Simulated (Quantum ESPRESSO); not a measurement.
# CaO(001): a series in the number of layers, part 10 of 12

What law, if any, do the results for CaO(001) follow against the number of layers?

Quantum ESPRESSO 7.5; plane-wave DFT, PBE, GBRV ultrasoft pseudopotentials.

So far. Step 11 (Potential by pp.x, 3 layers): The slope in the vacuum is 0.100 eV/Å for an applied 0.10 V/Å, as it should be. Step 13 (Relaxation with pw.x, 4 layers): The relaxation lowers the energy by 2 meV an atom.

### 19. SCF with pw.x, 8 layers: field 0.1 V/Å

File m5.f1.in:

```
&control
  prefix = 'm5.f1'
  outdir = './out'
  pseudo_dir = './pseudo'
  calculation = 'scf'
  tprnfor = .true.
  tefield = .true.
  dipfield = .true.
/
&system
  ibrav = 0
  nat = 16
  ntyp = 2
  ecutwfc = 40
  ecutrho = 200
  occupations = 'fixed'
  edir = 3
  emaxpos = 0.97
  eopreg = 0.04
  eamp = 0.00194469
  nbnd = 68
/
&electrons
  conv_thr = 1e-09
  mixing_beta = 0.4
  electron_maxstep = 120
  mixing_mode = 'plain'
  startingpot = 'file'
/
ATOMIC_SPECIES
  Ca  40.0780  ca_pbe_v1.uspp.F.UPF
  O   15.9990  o_pbe_v1.2.uspp.F.UPF
CELL_PARAMETERS angstrom
  3.41506535100000 0.00000000000000 0.00000000000000
  0.00000000000000 3.41506535100000 0.00000000000000
  0.00000000000000 0.00000000000000 32.86938475249586
ATOMIC_POSITIONS crystal
  Ca  0.000000000000 0.000000000000 0.243745752200
  O   0.500000000000 0.500000000000 0.244278848100
  Ca  0.500000000000 0.500000000000 0.316091468300
  O   0.000000000000 0.000000000000 0.315815176200
  Ca  0.000000000000 0.000000000000 0.389698078400
  O   0.500000000000 0.500000000000 0.389800220200
  Ca  0.500000000000 0.500000000000 0.463236456000
  O   0.000000000000 0.000000000000 0.463201847100
  Ca  0.000000000000 0.000000000000 0.536763544000
  O   0.500000000000 0.500000000000 0.536798152900
  Ca  0.500000000000 0.500000000000 0.610301921600
  O   0.000000000000 0.000000000000 0.610199779800
  Ca  0.000000000000 0.000000000000 0.683908531700
  O   0.500000000000 0.500000000000 0.684184823800
  Ca  0.500000000000 0.500000000000 0.756254247800
  O   0.000000000000 0.000000000000 0.755721151900
K_POINTS automatic
  4 4 1 0 0 0
```

Launch:

```sh
$ cp -r out/m5.f0.save out/m5.f1.save
$ OMP_NUM_THREADS=1 mpirun -n 4 pw.x -nk 1 -in m5.f1.in > m5.f1.out
```

What it wrote:

```text
[banner, memory and clock lines left out]
Program PWSCF v.7.5 starts
[...]
number of electrons       =       128.00
     number of Kohn-Sham states=           68
     kinetic-energy cutoff     =      40.0000  Ry
     charge density cutoff     =     200.0000  Ry
[...]
number of k points=    10
[...]
Dense  grid:   123839 G-vectors     FFT dimensions: (  30,  30, 288)
[...]
The initial density is read from file :
[...]
negative rho (up, down):  2.883E-04 0.000E+00
[...]
Starting wfcs are  112 randomized atomic wfcs
[...]
negative rho (up, down):  2.868E-04 0.000E+00
[...]
estimated scf accuracy    <       0.00430482 Ry
[...]
negative rho (up, down):  2.872E-04 0.000E+00
[...]
estimated scf accuracy    <       0.00136521 Ry
[...]
negative rho (up, down):  2.873E-04 0.000E+00
[...]
estimated scf accuracy    <       0.00002612 Ry
[...]
negative rho (up, down):  2.874E-04 0.000E+00
[...]
estimated scf accuracy    <       0.00000384 Ry
[...]
negative rho (up, down):  2.875E-04 0.000E+00
[...]
estimated scf accuracy    <       0.00000033 Ry
[...]
negative rho (up, down):  2.876E-04 0.000E+00
[...]
estimated scf accuracy    <       0.00000022 Ry
[...]
negative rho (up, down):  2.876E-04 0.000E+00
[...]
estimated scf accuracy    <          4.9E-09 Ry
[...]
negative rho (up, down):  2.876E-04 0.000E+00
[...]
estimated scf accuracy    <       0.00000001 Ry
[...]
negative rho (up, down):  2.876E-04 0.000E+00
[...]
Computed dipole along edir(3) :
        Dipole                0.1848 Ry au,          0.4698 Debye
        Dipole field          0.0009 Ry au,
        E field amplitude [Ha a.u.]:  1.9447E-03
        Potential amp.        0.1249 Ry
        Total length         59.6296 bohr
[...]
highest occupied, lowest unoccupied level (ev):     3.0943    5.4886
!    total energy              =    -860.04055861 Ry
     estimated scf accuracy    <          2.9E-10 Ry
[...]
one-electron contribution =   -9102.84006677 Ry
     hartree contribution      =    4590.87749027 Ry
     xc contribution           =    -154.95720067 Ry
     ewald contribution        =    3806.87977146 Ry
     electric field correction =      -0.00055291 Ry
     convergence has been achieved in   9 iterations
     negative rho (up, down):  2.876E-04 0.000E+00
[...]
Total force =     0.009300     Total SCF correction =     0.000029
[...]
```

Run time: 69 s. Hardware: 4 MPI ranks of Arm Neoverse V1, shared host; peak memory 0.76 GiB; 4.6 min of CPU time.

Read from the output:

* free energy: -11701.4479 eV
* dipole along the normal: 0.09781 e·Å
* valence top, on the run's zero: 3.094 eV
* conduction bottom, on the run's zero: 5.489 eV
* gap by band count: 2.394 eV

### 20. Relaxing the ions, 8 layers: field 0.1 V/Å

m5.r1.in is the input of step 19 with these lines changed:

```diff
@@ -1,9 +1,11 @@
 &control
-  prefix = 'm5.f1'
+  prefix = 'm5.r1'
   outdir = './out'
   pseudo_dir = './pseudo'
-  calculation = 'scf'
-  tprnfor = .true.
+  nstep = 90
+  forc_conv_thr = 6e-05
+  calculation = 'relax'
   tefield = .true.
   dipfield = .true.
+  etot_conv_thr = 1e-07
 /
@@ -20,10 +22,9 @@
   eamp = 0.00194469
-  nbnd = 68
 /
 &electrons
-  conv_thr = 1e-09
+  conv_thr = 1e-10
   mixing_beta = 0.4
   electron_maxstep = 120
-  mixing_mode = 'plain'
-  startingpot = 'file'
+/
+&ions
 /
```

Launch:

```sh
$ OMP_NUM_THREADS=1 mpirun -n 4 pw.x -nk 1 -in m5.r1.in > m5.r1.out
```

What it wrote:

```text
[banner, memory and clock lines left out]
Program PWSCF v.7.5 starts
[...]
number of electrons       =       128.00
     number of Kohn-Sham states=           64
     kinetic-energy cutoff     =      40.0000  Ry
     charge density cutoff     =     200.0000  Ry
[...]
number of k points=    10
[...]
Dense  grid:   123839 G-vectors     FFT dimensions: (  30,  30, 288)
[...]
negative rho (up, down):  1.513E-04 0.000E+00
[...]
Starting wfcs are  112 randomized atomic wfcs
[...]
negative rho (up, down):  9.924E-05 0.000E+00
[...]
estimated scf accuracy    <       4.60600850 Ry
[...]
negative rho (up, down):  1.446E-04 0.000E+00
[...]
estimated scf accuracy    <       0.80384604 Ry
[...]
negative rho (up, down):  2.922E-04 0.000E+00
[...]
estimated scf accuracy    <       0.09173540 Ry
[...]
negative rho (up, down):  2.991E-04 0.000E+00
[...]
estimated scf accuracy    <       0.16175836 Ry
[...]
negative rho (up, down):  2.872E-04 0.000E+00
[...]
estimated scf accuracy    <       0.00226707 Ry
[...]
negative rho (up, down):  2.865E-04 0.000E+00
[...]
estimated scf accuracy    <       0.01344402 Ry
[...]
negative rho (up, down):  2.890E-04 0.000E+00
[...]
estimated scf accuracy    <       0.00010095 Ry
[...]
negative rho (up, down):  2.873E-04 0.000E+00
[...]
estimated scf accuracy    <       0.00091750 Ry
[...]
negative rho (up, down):  2.867E-04 0.000E+00
[...]
estimated scf accuracy    <       0.00005192 Ry
[...]
negative rho (up, down):  2.870E-04 0.000E+00
[...]
estimated scf accuracy    <       0.00000051 Ry
[...]
negative rho (up, down):  2.872E-04 0.000E+00
[...]
estimated scf accuracy    <       0.00000361 Ry
[...]
negative rho (up, down):  2.873E-04 0.000E+00
[...]
estimated scf accuracy    <       0.00000066 Ry
[...]
negative rho (up, down):  2.874E-04 0.000E+00
[...]
estimated scf accuracy    <          6.5E-09 Ry
[...]
negative rho (up, down):  2.875E-04 0.000E+00
[...]
estimated scf accuracy    <          7.4E-09 Ry
[...]
negative rho (up, down):  2.876E-04 0.000E+00
[...]
estimated scf accuracy    <          3.5E-10 Ry
[...]
negative rho (up, down):  2.876E-04 0.000E+00
[...]
estimated scf accuracy    <          3.8E-10 Ry
[...]
negative rho (up, down):  2.876E-04 0.000E+00
[...]
estimated scf accuracy    <          1.3E-10 Ry
[...]
negative rho (up, down):  2.876E-04 0.000E+00
[...]
highest occupied level (ev):     3.0944
!    total energy              =    -860.04055861 Ry
     estimated scf accuracy    <          4.5E-12 Ry
[...]
one-electron contribution =   -9102.84025397 Ry
     hartree contribution      =    4590.87766157 Ry
     xc contribution           =    -154.95718475 Ry
     ewald contribution        =    3806.87977146 Ry
     electric field correction =      -0.00055293 Ry
     convergence has been achieved in  18 iterations
     negative rho (up, down):  2.876E-04 0.000E+00
[...]
Total force =     0.009310     Total SCF correction =     0.000006
[...]
negative rho (up, down):  2.873E-04 0.000E+00
[...]
negative rho (up, down):  2.874E-04 0.000E+00
[...]
estimated scf accuracy    <       0.00006509 Ry
[...]
negative rho (up, down):  2.875E-04 0.000E+00
[...]
estimated scf accuracy    <       0.00002037 Ry
[...]
negative rho (up, down):  2.876E-04 0.000E+00
[...]
estimated scf accuracy    <       0.00000095 Ry
[...]
negative rho (up, down):  2.877E-04 0.000E+00
[...]
estimated scf accuracy    <       0.00000078 Ry
[...]
negative rho (up, down):  2.877E-04 0.000E+00
[...]
estimated scf accuracy    <       0.00000005 Ry
[...]
negative rho (up, down):  2.877E-04 0.000E+00
[...]
estimated scf accuracy    <       0.00000007 Ry
[...]
negative rho (up, down):  2.877E-04 0.000E+00
[...]
estimated scf accuracy    <          2.5E-10 Ry
[...]
negative rho (up, down):  2.877E-04 0.000E+00
[...]
estimated scf accuracy    <          8.5E-10 Ry
[...]
negative rho (up, down):  2.877E-04 0.000E+00
[...]
highest occupied level (ev):     3.0119
!    total energy              =    -860.04062475 Ry
     estimated scf accuracy    <          7.6E-12 Ry
[...]
one-electron contribution =   -9102.84032871 Ry
     hartree contribution      =    4590.87839365 Ry
     xc contribution           =    -154.95723356 Ry
     ewald contribution        =    3806.87914106 Ry
     electric field correction =      -0.00059717 Ry
     convergence has been achieved in   9 iterations
     negative rho (up, down):  2.877E-04 0.000E+00
[...]
Total force =     0.004922     Total SCF correction =     0.000006
[...]
negative rho (up, down):  2.873E-04 0.000E+00
[...]
negative rho (up, down):  2.875E-04 0.000E+00
[...]
estimated scf accuracy    <       0.00006736 Ry
[...]
negative rho (up, down):  2.876E-04 0.000E+00
[...]
estimated scf accuracy    <       0.00002104 Ry
[...]
negative rho (up, down):  2.877E-04 0.000E+00
[...]
estimated scf accuracy    <       0.00000101 Ry
[...]
negative rho (up, down):  2.877E-04 0.000E+00
[...]
estimated scf accuracy    <       0.00000082 Ry
[...]
negative rho (up, down):  2.878E-04 0.000E+00
[...]
estimated scf accuracy    <       0.00000006 Ry
[...]
negative rho (up, down):  2.878E-04 0.000E+00
[...]
estimated scf accuracy    <       0.00000007 Ry
[...]
negative rho (up, down):  2.878E-04 0.000E+00
[...]
estimated scf accuracy    <          9.7E-10 Ry
[...]
negative rho (up, down):  2.878E-04 0.000E+00
[...]
estimated scf accuracy    <          6.5E-10 Ry
[...]
negative rho (up, down):  2.878E-04 0.000E+00
[...]
estimated scf accuracy    <          5.6E-11 Ry
[...]
negative rho (up, down):  2.878E-04 0.000E+00
[...]
estimated scf accuracy    <          5.7E-11 Ry
[...]
negative rho (up, down):  2.878E-04 0.000E+00
[...]
highest occupied level (ev):     2.9291
!    total energy              =    -860.04065078 Ry
     estimated scf accuracy    <          1.7E-11 Ry
[...]
one-electron contribution =   -9102.83852656 Ry
     hartree contribution      =    4590.87807393 Ry
     xc contribution           =    -154.95728863 Ry
     ewald contribution        =    3806.87772827 Ry
     electric field correction =      -0.00063779 Ry
     convergence has been achieved in  11 iterations
     negative rho (up, down):  2.878E-04 0.000E+00
[...]
Total force =     0.000821     Total SCF correction =     0.000025
[...]
negative rho (up, down):  2.877E-04 0.000E+00
[...]
negative rho (up, down):  2.877E-04 0.000E+00
[...]
estimated scf accuracy    <       0.00000070 Ry
[...]
negative rho (up, down):  2.878E-04 0.000E+00
[...]
estimated scf accuracy    <       0.00000018 Ry
[...]
negative rho (up, down):  2.878E-04 0.000E+00
[...]
estimated scf accuracy    <       0.00000001 Ry
[...]
negative rho (up, down):  2.878E-04 0.000E+00
[...]
estimated scf accuracy    <          7.3E-09 Ry
[...]
negative rho (up, down):  2.878E-04 0.000E+00
[...]
estimated scf accuracy    <          7.7E-10 Ry
[...]
negative rho (up, down):  2.878E-04 0.000E+00
[...]
estimated scf accuracy    <          4.2E-10 Ry
[...]
negative rho (up, down):  2.878E-04 0.000E+00
[...]
estimated scf accuracy    <          1.2E-11 Ry
[...]
negative rho (up, down):  2.878E-04 0.000E+00
[...]
highest occupied level (ev):     2.9220
!    total energy              =    -860.04065148 Ry
     estimated scf accuracy    <          5.8E-12 Ry
[...]
one-electron contribution =   -9102.83214884 Ry
     hartree contribution      =    4590.87495968 Ry
     xc contribution           =    -154.95728871 Ry
     ewald contribution        =    3806.87446830 Ry
     electric field correction =      -0.00064191 Ry
     convergence has been achieved in   8 iterations
     negative rho (up, down):  2.878E-04 0.000E+00
[...]
Total force =     0.000538     Total SCF correction =     0.000015
[...]
negative rho (up, down):  2.877E-04 0.000E+00
[...]
negative rho (up, down):  2.878E-04 0.000E+00
[...]
estimated scf accuracy    <       0.00000020 Ry
[...]
negative rho (up, down):  2.878E-04 0.000E+00
[...]
estimated scf accuracy    <       0.00000003 Ry
[...]
negative rho (up, down):  2.878E-04 0.000E+00
[...]
estimated scf accuracy    <          3.9E-09 Ry
[...]
negative rho (up, down):  2.878E-04 0.000E+00
[...]
estimated scf accuracy    <          8.0E-10 Ry
[...]
negative rho (up, down):  2.878E-04 0.000E+00
[...]
estimated scf accuracy    <          1.1E-10 Ry
[...]
negative rho (up, down):  2.878E-04 0.000E+00
[...]
estimated scf accuracy    <          2.8E-11 Ry
[...]
negative rho (up, down):  2.878E-04 0.000E+00
[...]
highest occupied level (ev):     2.9210
!    total energy              =    -860.04065188 Ry
     estimated scf accuracy    <          1.2E-12 Ry
[...]
one-electron contribution =   -9102.81925707 Ry
     hartree contribution      =    4590.86861568 Ry
     xc contribution           =    -154.95728043 Ry
     ewald contribution        =    3806.86791336 Ry
     electric field correction =      -0.00064341 Ry
     convergence has been achieved in   7 iterations
     negative rho (up, down):  2.878E-04 0.000E+00
[...]
Total force =     0.000294     Total SCF correction =     0.000004
[...]
negative rho (up, down):  2.878E-04 0.000E+00
[...]
negative rho (up, down):  2.878E-04 0.000E+00
[...]
estimated scf accuracy    <       0.00000009 Ry
[...]
negative rho (up, down):  2.878E-04 0.000E+00
[...]
estimated scf accuracy    <       0.00000002 Ry
[...]
negative rho (up, down):  2.878E-04 0.000E+00
[...]
estimated scf accuracy    <          1.7E-09 Ry
[...]
negative rho (up, down):  2.878E-04 0.000E+00
[...]
estimated scf accuracy    <          4.1E-10 Ry
[...]
negative rho (up, down):  2.878E-04 0.000E+00
[...]
estimated scf accuracy    <          3.6E-11 Ry
[...]
negative rho (up, down):  2.878E-04 0.000E+00
[...]
estimated scf accuracy    <          5.3E-12 Ry
[...]
negative rho (up, down):  2.878E-04 0.000E+00
[...]
highest occupied level (ev):     2.9236
!    total energy              =    -860.04065199 Ry
     estimated scf accuracy    <          4.4E-13 Ry
[...]
one-electron contribution =   -9102.80680229 Ry
     hartree contribution      =    4590.86241491 Ry
     xc contribution           =    -154.95726974 Ry
     ewald contribution        =    3806.86164802 Ry
     electric field correction =      -0.00064289 Ry
     convergence has been achieved in   7 iterations
     negative rho (up, down):  2.878E-04 0.000E+00
[...]
Total force =     0.000114     Total SCF correction =     0.000002
[...]
negative rho (up, down):  2.878E-04 0.000E+00
[...]
negative rho (up, down):  2.878E-04 0.000E+00
[...]
estimated scf accuracy    <       0.00000002 Ry
[...]
negative rho (up, down):  2.878E-04 0.000E+00
[...]
estimated scf accuracy    <          4.7E-09 Ry
[...]
negative rho (up, down):  2.878E-04 0.000E+00
[...]
estimated scf accuracy    <          2.8E-10 Ry
[...]
negative rho (up, down):  2.878E-04 0.000E+00
[...]
estimated scf accuracy    <          1.6E-10 Ry
[...]
negative rho (up, down):  2.878E-04 0.000E+00
[...]
estimated scf accuracy    <          4.3E-12 Ry
[...]
negative rho (up, down):  2.878E-04 0.000E+00
[...]
estimated scf accuracy    <          4.9E-12 Ry
[...]
negative rho (up, down):  2.878E-04 0.000E+00
[...]
Computed dipole along edir(3) :
        Dipole                0.2329 Ry au,          0.5920 Debye
        Dipole field          0.0011 Ry au,
        E field amplitude [Ha a.u.]:  1.9447E-03
        Potential amp.        0.0970 Ry
        Total length         59.6296 bohr
[...]
```

The job ended after 6.6 min (4 MPI ranks; peak memory 0.77 GiB).

No atom moved by 0.005 Å in the relaxation.

This step gave:

```
free energy                    : -11701.4492 eV
dipole along the normal        : 0.1233 e·Å
valence top, on the run's zero : 2.925 eV
```

[end of part 10 of 12]

[Logs are printed without paths, hosts, clocks, repeated set-up lines and the standing remarks that a program may print on its own settings, such as how far it seeks lower states.]

[Hosts, paths, dates, database ids (printed as entryN), source tags and the programs' standing remarks are cut or masked in the printed files.]

[Maps of the electrostatic potential energy from Ansatz leave out the sawtooth potential of an applied field or a dipole correction, so their vacuum need not be flat; planar profiles and work functions include it.]
